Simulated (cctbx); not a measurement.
**A disordered crystal of nominal Rb4Ge2Se5**

Cell a = 7.8880 Å, b = 8.8540 Å, c = 11.5546 Å, α = 102.76°, β = 109.33°, γ = 97.21°; space group P-1 (no. 2); nominal formula Rb4Ge2Se5.

Simulated single-crystal data (cctbx): Mo Kα, λ = 0.71073 Å, to d = 0.8 Å, 80 % of the full sphere, strongest reflection 20000 counts, noise from counting, a 4 % proportional error and a noise floor of 2 counts (s.d.); no absorption.

With every site full:

```text
Rint 0.030, 2834 unique reflections to 0.80 A
cycle     R1     wR2    GooF  max shift (A)
   1  0.1626  0.3665   5.157   0.00249
   2  0.0428  0.1210   1.703   0.00001
final R1 0.0428 wR2 0.1210 GooF 1.703  parameters 102  data/parameter 27.8
atom        x        y        z      Ueq    occ   su(xyz)  su(Uiso or U11)
Rb1    0.17205  0.50732  0.90652   0.0010  1.000  0.00010  0.0003
Rb2    0.00000  0.00000  0.00000   0.0017  1.000  0.00000  0.0005
Rb3    0.00000  0.50000  0.50000   0.0013  1.000  0.00000  0.0005
Rb4    0.59708  0.47941  0.68106   0.0026  1.000  0.00010  0.0004
Rb5    0.79432  0.99744  0.59289   0.0023  1.000  0.00010  0.0004  NPD
Se1    0.00629  0.75822  0.74630   0.0040  1.000  0.00011  0.0004
Se2    0.20881  0.25735  0.67199   0.0016  1.000  0.00011  0.0004
Se3    0.40817  0.74385  0.57068   0.0199  1.000  0.00015  0.0006
Se4    0.59404  0.74735  0.94838   0.0036  1.000  0.00011  0.0004
Se5    0.20512  0.74937  0.14831   0.0030  1.000  0.00011  0.0004
Ge1    0.54990  0.83345  0.16501   0.0018  1.000  0.00012  0.0004
Ge2    0.65603  0.16585  0.23227   0.0033  1.000  0.00012  0.0004
difference map: max 1.28 min -4.87 rms 0.38
Q1    0.3922  0.7287  0.4671    2    1.30  1.14 A from Se3
Q2    0.1796  0.7624  0.1170    2    1.30  0.40 A from Se5
Q3    0.3507  0.8171  0.6389    2    1.28  1.15 A from Se3
Q4    0.2183  0.2580  0.7006    2    1.28  0.31 A from Se2
Q5    0.2410  0.9841  0.4443    2    1.16  0.50 A from Rb5
Q6    0.0370  0.7490  0.7758    2    1.15  0.38 A from Se1
```

With the occupancies of the suspect sites free, each still typed as its main element:

```text
Rint 0.030, 2834 unique reflections to 0.80 A
cycle     R1     wR2    GooF  max shift (A)
   1  0.1215  0.2906   4.089   0.00114
   4  0.0261  0.0680   0.957   0.00001
final R1 0.0261 wR2 0.0680 GooF 0.957  parameters 103  data/parameter 27.5
atom        x        y        z      Ueq    occ   su(xyz)  su(Uiso or U11)
Rb1    0.17200  0.50735  0.90658   0.0023  1.000  0.00006  0.0002
Rb2    0.00000  0.00000  0.00000   0.0031  1.000  0.00000  0.0003
Rb3    0.00000  0.50000  0.50000   0.0025  1.000  0.00000  0.0003
Rb4    0.59696  0.47941  0.68097   0.0038  1.000  0.00006  0.0002
Rb5    0.79423  0.99740  0.59285   0.0035  1.000  0.00006  0.0002
Se1    0.00638  0.75824  0.74637   0.0054  1.000  0.00006  0.0002
Se2    0.20883  0.25734  0.67209   0.0028  1.000  0.00006  0.0002
Se3    0.40815  0.74387  0.57079   0.0058  0.753  0.00009  0.0004
Se4    0.59403  0.74737  0.94837   0.0049  1.000  0.00006  0.0002
Se5    0.20505  0.74942  0.14821   0.0043  1.000  0.00006  0.0002
Ge1    0.54982  0.83342  0.16501   0.0029  1.000  0.00007  0.0002
Ge2    0.65609  0.16587  0.23231   0.0045  1.000  0.00007  0.0002
su of occupancy Se3: 0.003
difference map: max 0.95 min -0.96 rms 0.24
Q1    0.4084  0.2240  0.1969    2    0.97  1.75 A from Se4
Q2    0.4263  0.4376  0.3998    2    0.95  1.29 A from Rb4
Q3    0.4371  0.4825  0.8886    2    0.93  2.20 A from Rb1
Q4    0.4006  0.7424  0.3309    2    0.87  1.94 A from Rb4
Q5    0.0571  0.1505  0.1078    2    0.86  1.51 A from Rb2
Q6    0.2287  0.7713  0.5925    2    0.86  1.56 A from Se3
```

**Question.** What is the disorder?

X-rays count electrons. Se3 refines to 0.753(0.003), or 25.6 electrons; the site truly holds 0.75 Se, 25.5 electrons, which is 0.750 of Se. A value under 1 can't tell vacancies from a lighter guest, and one over 1 needs a heavier guest; chemistry or a second radiation must settle which. Occupancy correlates with U and the scale, so the match is approximate.

Freeing them takes R1 from 0.0428 to 0.0261 and GooF from 1.70 to 0.96.

This is a model crystal, built by substitution and not relaxed, with assumed displacement parameters.

[Middle refinement cycles are left out of these outputs.]

[Logs are printed without paths, hosts, clocks, repeated set-up lines and the standing remarks that a program may print on its own settings, such as how far it seeks lower states.]
